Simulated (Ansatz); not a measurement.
# CaCr2: relaxing a made-up structure

This structure for CaCr2 is made up. Its elements were placed in a known structure type with a cell scaled to their sizes. What cell does the guess relax to, and how far off was it?

Calculated with Ansatz 0.2.0; DFT, PBEsol, plane-wave PAW, files of the set soft_1, scalar-relativistic, ferromagnetic start, cell and ions relaxed at zero pressure; PAW set soft_1, in the first sound run; inputs show where later runs differ.

## Step 1: Set-up

It takes space group P6_3/mmc (No. 194, hexagonal). The conventional cell has a = 4.294 Å, b = 4.294 Å, c = 6.987 Å, α = 90.00°, β = 90.00°, γ = 120.00°. Nearest to Cr lie 4 Cr at 2.60 to 2.72 Å and 3 Ca at 2.83 Å. Nearest to Ca lie 6 Cr at 2.83 Å. Farther neighbours are not listed.

## Step 2: Relaxation of the guess

The guessed cell has no reason to be at equilibrium. It is relaxed with the atoms, within the space group of the guess.

input.yaml

```yaml
crystal:
  lattice:
    - [4.294, 0.0, 0.0]
    - [-2.147, 3.718713084, 0.0]
    - [0.0, 0.0, 6.987]
  atoms:
    - { symbol: Cr, position: [0.666666667, 0.333333333, 0.055], spin: 3.0 }
    - { symbol: Cr, position: [0.333333333, 0.666666667, 0.555], spin: 3.0 }
    - { symbol: Cr, position: [0.666666667, 0.333333333, 0.445], spin: 3.0 }
    - { symbol: Cr, position: [0.333333333, 0.666666667, 0.945], spin: 3.0 }
    - { symbol: Ca, position: [0.0, 0.0, 0.25] }
    - { symbol: Ca, position: [0.0, 0.0, 0.75] }
magnetization:
  spin_polarized: true
kpoints:
  mp_grid: { grid: [7, 7, 4] }
scf:
  occupations: { method: fermi_dirac, width: 0.05 }
hamiltonian:
  xc: pbesol
  pseudopotentials: { kind: paw, azcp: { folder: soft_1 }, xc_functional: pbe }
relax:
  f_tol: 0.015
  max_steps: 70
  cell: {}
output:
  forces: true
  stress: true
```

On the command line:

```console
$ ansatz run input.yaml --threads 4 --pin off --max-ram 10240MiB --backend cpu --events-out ev --progress --plain --runs-dir out
```

Numbers of over 12 decimals in the logs are rounded to 6 here.

Output:

```text
Engine: ansatz 0.2.0, aarch64-unknown-linux-gnu
Pseudopotentials: kind: paw
Pseudopotential: Cr, paw, valence charge 14, recommended cutoff 420 eV (normal), soft_1/Cr.paw.azcp
Pseudopotential: Ca, paw, valence charge 10, recommended cutoff 420 eV (normal), soft_1/Ca.paw.azcp
Functional definition: PBEsol
  exchange = pbesol_x
  correlation = pbesol_c
Crystal: 6 atoms, lattice volume = 111.569 Å³
Basis set: ecut = 420 eV, 2189 PW (Γ), exchange–correlation on 60×60×96 points (8 copies of the dense FFT grid, shifted against one another)
Bands: 53, of which v1, the nominal top of the filled ones, is band 38 counted from 1 (37 counted from 0)
Symmetry: 24 space group operations
Space group: P63/mmc (ITA 194), of the structure as read, at distance tolerance 4.8e-5 Å
Magnetic group: BNS 194.263 (UNI 1493), of the structure as read, at distance tolerance 4.8e-5 Å
k-points: 24 of 196
Non-local potential: Cr, projectors of the file, l = 0: 3, l = 1: 2, l = 2: 3, l = 3: 1
Non-local potential: Ca, projectors of the file, l = 0: 3, l = 1: 2, l = 2: 2
PAW form: soft (Blöchl's): semilocal exchange-correlation on the pseudo side does not see the compensation charge
PAW frozen core: Cr, regenerated for the run's functional, and the local potential with it (the file was generated under x = pbe(κ = 0.804, μ = 0.219515), c = pbe(β = 0.066725))
PAW frozen core: Ca, regenerated for the run's functional, and the local potential with it (the file was generated under x = pbe(κ = 0.804, μ = 0.219515), c = pbe(β = 0.066725))
PAW one-centre angular grid: Cr, 590 points (default); XC on 64 Gauss nodes
PAW one-centre angular grid: Ca, 110 points (default); XC on 64 Gauss nodes
Initial density: superposition of atomic densities (chi_scale 0.1, normalization cell, long waves kept (reshape's long-wave potential 0.00 eV rms))
Starting moments: Σ|m| = 12 μB on 4 of 6 sites
Initial wavefunctions: pseudopotential atomic-orbital guess
Functional: x = pbesol(κ = 0.804, μ = 0.123457), c = pbesol(β = 0.046)
SCF iter   1: F=—  HF=-16978.696059 eV  |F-HF|=—  |Δ(HF+E_count)|=         —  Δρ=1.45e-1 (↑1.45e-1 ↓6.17e-2)  dr2=5.78e1  dr2_m=1.95e0  M=9.868 μB ∫|m|=9.955 μB  β_m=0.30  ethr=3.10e-3  ⟨swp⟩=8.3  Hψ=11156  notcnv=0
Mixer restart at iter 1: flushing history
preconditioner: auto → Kerker (q_TF=auto, 2.559 Å⁻¹)  [metal: Δε(μ)=0.006 eV  Ē_g=3.858 eV  σ=0.050 eV  W_gap=0.03  n_scr=34 (ndim 8)  ℏωp=18.6 eV  f_vac=0.000  D(μ)=7.97/eV (n_scr^D=96)]
spin=Collinear: Kerker preconditioning applied to the charge; magnetization (m = ρ↑ − ρ↓) channel mixes plain (no charge-response kernel on spin).
SCF iter   2: F=—  HF=-16976.858290 eV  |F-HF|=—  |Δ(HF+E_count)|=    1.84e0  Δρ=4.82e-2 (↑4.82e-2 ↓2.85e-2)  dr2=9.77e0  dr2_m=1.88e-1  M=9.984 μB ∫|m|=10.136 μB  β_m=0.38  ethr=3.10e-3  ⟨swp⟩=3.4  Hψ=6077  notcnv=0  defer=173
SCF iter   3: F=—  HF=-16975.403759 eV  |F-HF|=—  |Δ(HF+E_count)|=    1.45e0  Δρ=1.45e-2 (↑1.45e-2 ↓1.18e-2)  dr2=6.84e-1  dr2_m=3.01e-2  M=9.798 μB ∫|m|=9.981 μB  β_m=0.64  ethr=3.10e-3  ⟨swp⟩=3.4  Hψ=4451  notcnv=0  defer=178
SCF iter   4: F=—  HF=-16975.455512 eV  |F-HF|=—  |Δ(HF+E_count)|=   5.18e-2  Δρ=7.42e-3 (↑5.42e-3 ↓7.42e-3)  dr2=1.97e-2  dr2_m=3.77e-2  M=9.017 μB ∫|m|=9.243 μB  β_m=0.82  ethr=9.00e-4  ⟨swp⟩=3.1  Hψ=5284  notcnv=0  defer=139
SCF iter   5: F=—  HF=-16979.299239 eV  |F-HF|=—  |Δ(HF+E_count)|=         —  Δρ=1.12e-1 (↑1.12e-1 ↓1.06e-1)  dr2=2.86e-1  dr2_m=1.20e1  M=1.045 μB ∫|m|=1.477 μB  β_m=1.00  ethr=2.59e-5  ⟨swp⟩=2.1  Hψ=4885  notcnv=0  defer=139
Mixer restart at iter 5: flushing history
SCF iter   6: F=—  HF=-16976.667240 eV  |F-HF|=—  |Δ(HF+E_count)|=    2.63e0  Δρ=2.04e-2 (↑6.83e-3 ↓2.04e-2)  dr2=3.08e-1  dr2_m=1.79e-1  M=0.347 μB ∫|m|=0.520 μB  β_m=0.82  ethr=6.58e-5  ⟨swp⟩=3.7  Hψ=6365  notcnv=0  defer=141
SCF iter   7: F=—  HF=-16976.684494 eV  |F-HF|=—  |Δ(HF+E_count)|=   1.73e-2  Δρ=1.26e-2 (↑1.26e-2 ↓3.55e-3)  dr2=1.23e-1  dr2_m=4.15e-2  M=0.141 μB ∫|m|=0.235 μB  β_m=0.83  ethr=6.58e-5  ⟨swp⟩=3.6  Hψ=6472  notcnv=0  defer=93
SCF iter   8: F=—  HF=-16976.673246 eV  |F-HF|=—  |Δ(HF+E_count)|=   1.12e-2  Δρ=7.18e-3 (↑1.52e-3 ↓7.18e-3)  dr2=7.26e-2  dr2_m=1.03e-2  M=0.071 μB ∫|m|=0.121 μB  β_m=0.79  ethr=6.58e-5  ⟨swp⟩=2.8  Hψ=5447  notcnv=0  defer=93
SCF iter   9: F=—  HF=-16976.656674 eV  |F-HF|=—  |Δ(HF+E_count)|=   1.66e-2  Δρ=4.56e-4 (↑4.56e-4 ↓4.06e-4)  dr2=6.69e-4  dr2_m=2.47e-5  M=-0.000 μB ∫|m|=0.012 μB  β_m=0.90  ethr=6.58e-5  ⟨swp⟩=2.8  Hψ=5077  notcnv=0  defer=75
SCF iter  10: F=—  HF=-16976.657147 eV  |F-HF|=—  |Δ(HF+E_count)|=   4.72e-4  Δρ=1.28e-4 (↑1.28e-4 ↓1.26e-4)  dr2=1.25e-5  dr2_m=1.37e-5  M=0.003 μB ∫|m|=0.005 μB  β_m=0.95  ethr=8.81e-7  ⟨swp⟩=2.0  Hψ=3510  notcnv=0  defer=75
SCF iter  11: F=—  HF=-16976.657147 eV  |F-HF|=—  |Δ(HF+E_count)|=   2.33e-7  Δρ=3.24e-5 (↑3.24e-5 ↓3.00e-5)  dr2=3.50e-6  dr2_m=1.14e-7  M=0.000 μB ∫|m|=0.001 μB  β_m=0.97  ethr=1.64e-8  ⟨swp⟩=2.2  Hψ=4074  notcnv=0  defer=75
SCF iter  12: F=—  HF=-16976.657147 eV  |F-HF|=—  |Δ(HF+E_count)|=   3.27e-8  Δρ=9.85e-6 (↑9.85e-6 ↓9.41e-6)  dr2=4.80e-7  dr2_m=1.19e-8  M=0.000 μB ∫|m|=0.000 μB  β_m=0.99  ethr=4.61e-9  ⟨swp⟩=2.1  Hψ=3352  notcnv=0  defer=75
SCF iter  13: F=—  HF=-16976.657147 eV  |F-HF|=—  |Δ(HF+E_count)|=   8.78e-8  Δρ=3.77e-6 (↑3.54e-6 ↓3.77e-6)  dr2=3.35e-8  dr2_m=9.20e-9  M=0.000 μB ∫|m|=0.000 μB  β_m=0.99  ethr=6.32e-10  ⟨swp⟩=2.0  Hψ=3265  notcnv=0  defer=75
SCF iter  14: F=—  HF=-16976.657147 eV  |F-HF|=—  |Δ(HF+E_count)|=   9.96e-9  Δρ=1.63e-6 (↑1.23e-6 ↓1.63e-6)  dr2=2.50e-9  dr2_m=1.77e-9  M=-0.000 μB ∫|m|=0.000 μB  β_m=1.00  ethr=4.41e-11  ⟨swp⟩=2.4  Hψ=3699  notcnv=0  defer=75
SCF iter  15: F=—  HF=-16976.657147 eV  |F-HF|=—  |Δ(HF+E_count)|=  6.55e-10  Δρ=1.77e-7 (↑1.77e-7 ↓1.67e-7)  dr2=1.08e-10  dr2_m=8.40e-12  M=-0.000 μB ∫|m|=0.000 μB  β_m=1.00  ethr=3.29e-12  ⟨swp⟩=2.0  Hψ=3329  notcnv=0  defer=75
SCF iter  16: F=-16976.657147 eV  HF=-16976.657147 eV  |F-HF|=7.28e-12  |Δ(HF+E_count)|=  3.64e-12  Δρ=5.99e-8 (↑5.99e-8 ↓5.10e-8)  dr2=1.13e-11  dr2_m=6.81e-13  M=-0.000 μB ∫|m|=0.000 μB  ethr=1.00e-12  ⟨swp⟩=1.0  Hψ=5282  notcnv=0
WARN: the starting moments were not kept: the SCF closed with an absolute magnetisation of 3.8e-6 μB, where they sum to 12 μB in size (4 sites). That is at most 0.1 of that sum. Measured as dr2_m measures the in/out step, that magnetisation stands 1.1e-12 eV from none, at or under the dr2_threshold of 1.0e-7 eV: it is no larger than a step whose dr2_m would equal this threshold. The system may hold no moment; this SC [...]
[...]
relax step   7: F+E_penalty+E_count = -16977.26487703 eV  Δ(F+E_penalty+E_count) = -1.430e-3 eV  max|allowed force component| = 1.663e-2 eV/Å  Δτ_max = 0.0092 Å  P = -0.010 GPa  Ω = 98.219 Å³  energy of the carried Pulay correction = +1.373e-3 eV  (7 SCF iters, dr2 threshold 3.68e-7 eV, accepted)
[...]
relax step   8: F+E_penalty+E_count = -16977.26500775 eV  Δ(F+E_penalty+E_count) = -1.307e-4 eV  max|allowed force component| = 2.834e-4 eV/Å  Δτ_max = 0.0025 Å  P = +0.010 GPa  Ω = 98.184 Å³  energy of the carried Pulay correction = +1.377e-3 eV  (8 SCF iters, dr2 threshold 1.73e-8 eV, accepted)
Basis set: ecut = 420 eV, 1947 PW (Γ), exchange–correlation on 60×60×90 points (8 copies of the dense FFT grid, shifted against one another)
Initial wavefunctions: pseudopotential atomic-orbital guess (no wavefunctions were taken with the density)
iter 1 solved again at ethr=1.23e-6 eV; its pass at ethr=3.10e-3 eV (dr2=9.37e-4 eV) is discarded
SCF iter   1: F=—  HF=-16977.262943 eV  |F-HF|=—  |Δ(HF+E_count)|=         —  Δρ=3.09e-4 (↑3.09e-4 ↓3.09e-4)  dr2=5.16e-5  dr2_m=1.11e-12  M=0.000 μB ∫|m|=0.000 μB  β_m=0.65  ethr=1.23e-6  ⟨swp⟩=2.4  Hψ=13865  notcnv=0
preconditioner: auto → Kerker (q_TF=auto, 2.136 Å⁻¹)  [metal: Δε(μ)=0.058 eV  Ē_g=9.111 eV  σ=0.050 eV  W_gap=0.28  n_scr=22 (ndim 8)  ℏωp=23.7 eV  f_vac=0.000  D(μ)=5.52/eV (n_scr^D=54)]
spin=Collinear: Kerker preconditioning applied to the charge; magnetization (m = ρ↑ − ρ↓) channel mixes plain (no charge-response kernel on spin).
SCF iter   2: F=—  HF=-16977.262989 eV  |F-HF|=—  |Δ(HF+E_count)|=   4.62e-5  Δρ=1.04e-4 (↑1.04e-4 ↓1.04e-4)  dr2=1.46e-6  dr2_m=3.58e-13  M=0.000 μB ∫|m|=0.000 μB  β_m=0.55  ethr=6.79e-8  ⟨swp⟩=2.0  Hψ=3151  notcnv=0
SCF iter   3: F=—  HF=-16977.263010 eV  |F-HF|=—  |Δ(HF+E_count)|=   2.12e-5  Δρ=3.25e-5 (↑3.25e-5 ↓3.25e-5)  dr2=2.95e-7  dr2_m=1.39e-13  M=0.000 μB ∫|m|=0.000 μB  β_m=0.61  ethr=1.93e-9  ⟨swp⟩=2.0  Hψ=4446  notcnv=0
SCF iter   4: F=—  HF=-16977.263018 eV  |F-HF|=—  |Δ(HF+E_count)|=   8.18e-6  Δρ=1.79e-5 (↑1.79e-5 ↓1.79e-5)  dr2=1.24e-6  dr2_m=8.97e-14  M=0.000 μB ∫|m|=0.000 μB  β_m=0.81  ethr=3.88e-10  ⟨swp⟩=2.0  Hψ=3234  notcnv=0  recentre
SCF iter   5: F=—  HF=-16977.263023 eV  |F-HF|=—  |Δ(HF+E_count)|=   5.19e-6  Δρ=1.21e-5 (↑1.21e-5 ↓1.21e-5)  dr2=8.26e-7  dr2_m=8.89e-15  M=0.000 μB ∫|m|=0.000 μB  β_m=0.90  ethr=3.88e-10  ⟨swp⟩=2.0  Hψ=4254  notcnv=0
SCF iter   6: F=—  HF=-16977.263026 eV  |F-HF|=—  |Δ(HF+E_count)|=   2.47e-6  Δρ=4.30e-6 (↑4.30e-6 ↓4.29e-6)  dr2=7.51e-8  dr2_m=3.51e-14  M=-0.000 μB ∫|m|=0.000 μB  β_m=0.92  ethr=3.88e-10  ⟨swp⟩=2.5  Hψ=4521  notcnv=0
SCF iter   7: F=—  HF=-16977.263026 eV  |F-HF|=—  |Δ(HF+E_count)|=   2.10e-7  Δρ=2.55e-7 (↑2.55e-7 ↓2.53e-7)  dr2=1.64e-10  dr2_m=3.86e-15  M=0.000 μB ∫|m|=0.000 μB  β_m=0.95  ethr=9.89e-11  ⟨swp⟩=2.1  Hψ=4252  notcnv=0
SCF iter   8: F=—  HF=-16977.263019 eV  |F-HF|=—  |Δ(HF+E_count)|=   6.97e-6  Δρ=1.21e-7 (↑1.21e-7 ↓1.21e-7)  dr2=1.84e-11  dr2_m=5.66e-16  M=0.000 μB ∫|m|=0.000 μB  β_m=0.98  ethr=1.00e-12  ⟨swp⟩=2.0  Hψ=4255  notcnv=0
SCF iter   9: F=—  HF=-16977.263019 eV  |F-HF|=—  |Δ(HF+E_count)|=  5.82e-11  Δρ=4.60e-8 (↑4.60e-8 ↓4.57e-8)  dr2=9.30e-12  dr2_m=2.04e-17  M=0.000 μB ∫|m|=0.000 μB  β_m=0.99  ethr=1.00e-12  ⟨swp⟩=1.0  Hψ=2544  notcnv=0
SCF iter  10: F=-16977.263019 eV  HF=-16977.263019 eV  |F-HF|=1.09e-11  |Δ(HF+E_count)|=  1.82e-11  Δρ=5.21e-8 (↑5.21e-8 ↓5.21e-8)  dr2=1.38e-11  dr2_m=2.20e-18  M=0.000 μB ∫|m|=0.000 μB  ethr=1.00e-12  ⟨swp⟩=2.0  Hψ=5964  notcnv=0
the starting moments were not kept: the SCF closed with an absolute magnetisation of 4.0e-9 μB, where they sum to 12 μB in size (4 sites). That is at most 0.1 of that sum. Measured as dr2_m measures the in/out step, that magnetisation stands 2.9e-18 eV from none, at or under the dr2_threshold of 6.0e-11 eV: it is no larger than a step whose dr2_m would equal this threshold.
SCF 9 converged in 10 iterations: F = -16977.263019 eV  dr2 = 1.38e-11
relax step   9: F+E_penalty+E_count = -16977.26301902 eV  Δ(F+E_penalty+E_count) = +1.989e-3 eV  max|allowed force component| = 3.885e-4 eV/Å  Δτ_max = 0.0000 Å  P = +0.022 GPa  Ω = 98.184 Å³  stress off target by 2.48e-2 GPa  SCF on the basis re-selected at this cell (its energy is not comparable with the rows above)  (10 SCF iters)
basis re-selected at this cell: Δ(F+E_penalty+E_count) = +1.989e-3 eV, ΔP = +0.012 GPa vs the last step (what re-selecting the basis moved, of the pressure what is left beyond the Pulay correction that the steps carried, after the strain that the cell walked since its last selection, with what the two solves' SCF thresholds leave and, on support functions, any second-order correction that the steps lacked; it is no measure of the basis error at this ecutwfc). The dense FFT grid was sized anew with the basis: this SCF ran on 30×30×45 points, the steps before it on 30×30×48, so part of this shift can come from that change (see relax.cell in the input reference). [rest of the remark cut]
SCF converged after 10 iterations
Magnetization: 0.0000 μB (38.0000 up, 38.0000 down)
Absolute magnetization: 0.0000 μB (∫|ρ↑−ρ↓|, with the PAW one-centre terms)
Spin contamination: 0.0000 ħ² per cell (⟨S²⟩ above its minimum at these occupations)
Per-site moments (μB) at R_I (Å): [(7.417700681023074e-10, 1.029422), (7.417700729815509e-10, 1.029422), (7.417700920895389e-10, 1.029422), (7.417700252052918e-10, 1.029422), (-1.3631573000862378e-10, 1.156504), (-1.3631566133145442e-10, 1.156504)]
Free energy (F): -16977.263019 eV
Harris-Foulkes:  -16977.263019 eV  (|F-HF|=1.09e-11)
Internal energy: -16977.215482 eV  (E = F + TS)
E sigma→0 (E₀):  -16977.239251 eV
Entropy (-TS):   -0.047537 eV (-7.923 meV/atom)
Fermi energy:    13.039192 eV
--- Per-component energies (eV) ---
  E_band       = -1028.183008
  E_kinetic    = 1731.062541
  E_local      = -7085.415114  (includes V_loc(G=0)·N_el)
  E_nonlocal   = 368.718511
  E_hartree    = 3048.000683
  E_xc         = -712.122745
  E_vxc        = -902.568239  (∫ρ·V_xc dr)
  E_paw        = -6457.862560  (= ΣΔE_a)
  E_vpaw       = -1235.985323  (= ΣTr[D̂ρ^β])
  E_aug_tail   = 0.002910  (compensation charges beyond the density's cutoff)
  E_ewald      = -7870.477295
  E_core_change = 0.877588  (= ΣΔE_core)
  E_smearing   = -0.047537  (= −TS)
  E_closure    = 0.000000  (closes the sum)
  Σ components = -16977.263019   (vs F -16977.263019, Δ=0.00e0)
--- Forces (eV/Å), atoms counted from 1 ---
  atom   1  Cr    -0.00000000    -0.00000000    -0.00038854
  atom   2  Cr     0.00000000     0.00000000    -0.00038854
  atom   3  Cr    -0.00000000    -0.00000000     0.00038854
  atom   4  Cr     0.00000000     0.00000000     0.00038854
  atom   5  Ca    -0.00000000    -0.00000000    -0.00000000
  atom   6  Ca     0.00000000     0.00000000     0.00000000
  max |Σ_I F_I| component: 7.52e-17 eV/Å
--- Stress (GPa, compression-positive) ---
        0.020237       0.000000      -0.000000
       -0.000000       0.020237       0.000000
       -0.000000       0.000000       0.024846
  P = ⅓ Tr σ = 0.0218 GPa (0.218 kbar)
--- Relaxed structure (8 steps of the walk, 8 accepted, 1 SCFs on fresh bases) ---
  F+E_penalty+E_count = -16977.26301902 eV   max|allowed force component| = 3.885e-4 eV/Å   (the final SCF, on the basis selected at the relaxed cell)
  cell:  # Å, volume = 98.1840 Å³
    - [4.348610, 0, 0]
    - [-2.174305, 3.766007, 0]
    - [0, 0, 5.995278]
  atoms:
    - { symbol: Cr, position: [0.666667, 0.333333, 0.041872] }
    - { symbol: Cr, position: [0.333333, 0.666667, 0.541872] }
    - { symbol: Cr, position: [0.666667, 0.333333, 0.458128] }
    - { symbol: Cr, position: [0.333333, 0.666667, 0.958128] }
    - { symbol: Ca, position: [0, 0, 0.250000] }
    - { symbol: Ca, position: [0, 0, 0.750000] }
```

The job ended after 38 s (4 threads of Arm Neoverse V2, shared host; peak memory 0.59 GiB; 2.4 min of CPU time).

Relaxation path:

```tsv
step	energy less that of the first step (eV)	largest force component (eV/Å)	pressure (GPa)	volume (Å³)
1	0.0000	0.6652	-8.18	111.57
2	-0.4687	0.2827	-2.67	102.69
3	-0.5557	0.0020	0.92	98.17
4	-0.5712	0.0905	0.48	98.36
5	-0.6010	0.1539	-0.29	98.11
6	-0.6063	0.0768	-0.14	98.22
7	-0.6077	0.0166	-0.01	98.22
8	-0.6079	0.0003	0.01	98.18
9*	-0.6059	0.0004	0.02	98.18
```

Relaxation steps marked * repeat the geometry before them on a plane-wave basis chosen anew for their cell, so energy and pressure can jump there.

Forces are held to the 24 operations that the run works with; a distortion that breaks them can't arise in this run.

```tsv
cell as run	before	after	change
a (Å)	4.294	4.349	+1.3 %
b (Å)	4.294	4.349	+1.3 %
c (Å)	6.987	5.995	-14.2 %
volume (Å³/atom)	18.59	16.36	-12.0 %
```

The atoms that moved most (Å, as changes of fractional coordinates times the final cell):

```tsv
atom	dx	dy	dz	length
Cr2	0.000	0.000	-0.079	0.079
Cr1	0.000	0.000	-0.079	0.079
Cr3	0.000	0.000	0.079	0.079
Cr4	0.000	0.000	0.079	0.079
```

Final coordinates:

```xyz
6
Lattice="4.3486 0.0000 0.0000 -2.1743 3.7660 0.0000 0.0000 0.0000 5.9953" Properties=species:S:1:pos:R:3 pbc="T T T"
Cr    2.1743    1.2553    0.2510
Cr    0.0000    2.5107    3.2487
Cr    2.1743    1.2553    2.7466
Cr    0.0000    2.5107    5.7442
Ca    0.0000    0.0000    1.4988
Ca    0.0000    0.0000    4.4965
```

This step gave:

```
free energy             : -16977.2630 eV
energy at zero smearing : -16977.2393 eV
smearing term TS        : 0.04754 eV
Fermi energy            : 13.04 eV
electrons               : 76
symmetry operations     : 24
pressure                : 0.02177 GPa
```

The shortest distance of each pair, which need not be the same contact before and after:

```tsv
pair	guess (Å)	relaxed (Å)
Cr–Cr	2.596	2.496
Ca–Cr	2.829	2.804
Ca–Ca	3.493	2.998
```

The relaxation ends with a largest force component of 3.9e-4 eV/Å and a pressure of 0.02 GPa. The starting moments have collapsed: the run ends non-magnetic.

(Part 1 of 2 ends here.)

[Logs are printed without paths, hosts, clocks, repeated set-up lines and the standing remarks that a program may print on its own settings, such as how far it seeks lower states.]

[Hosts, paths, dates, database ids (printed as entryN), source tags and the programs' standing remarks are cut or masked in the printed files.]
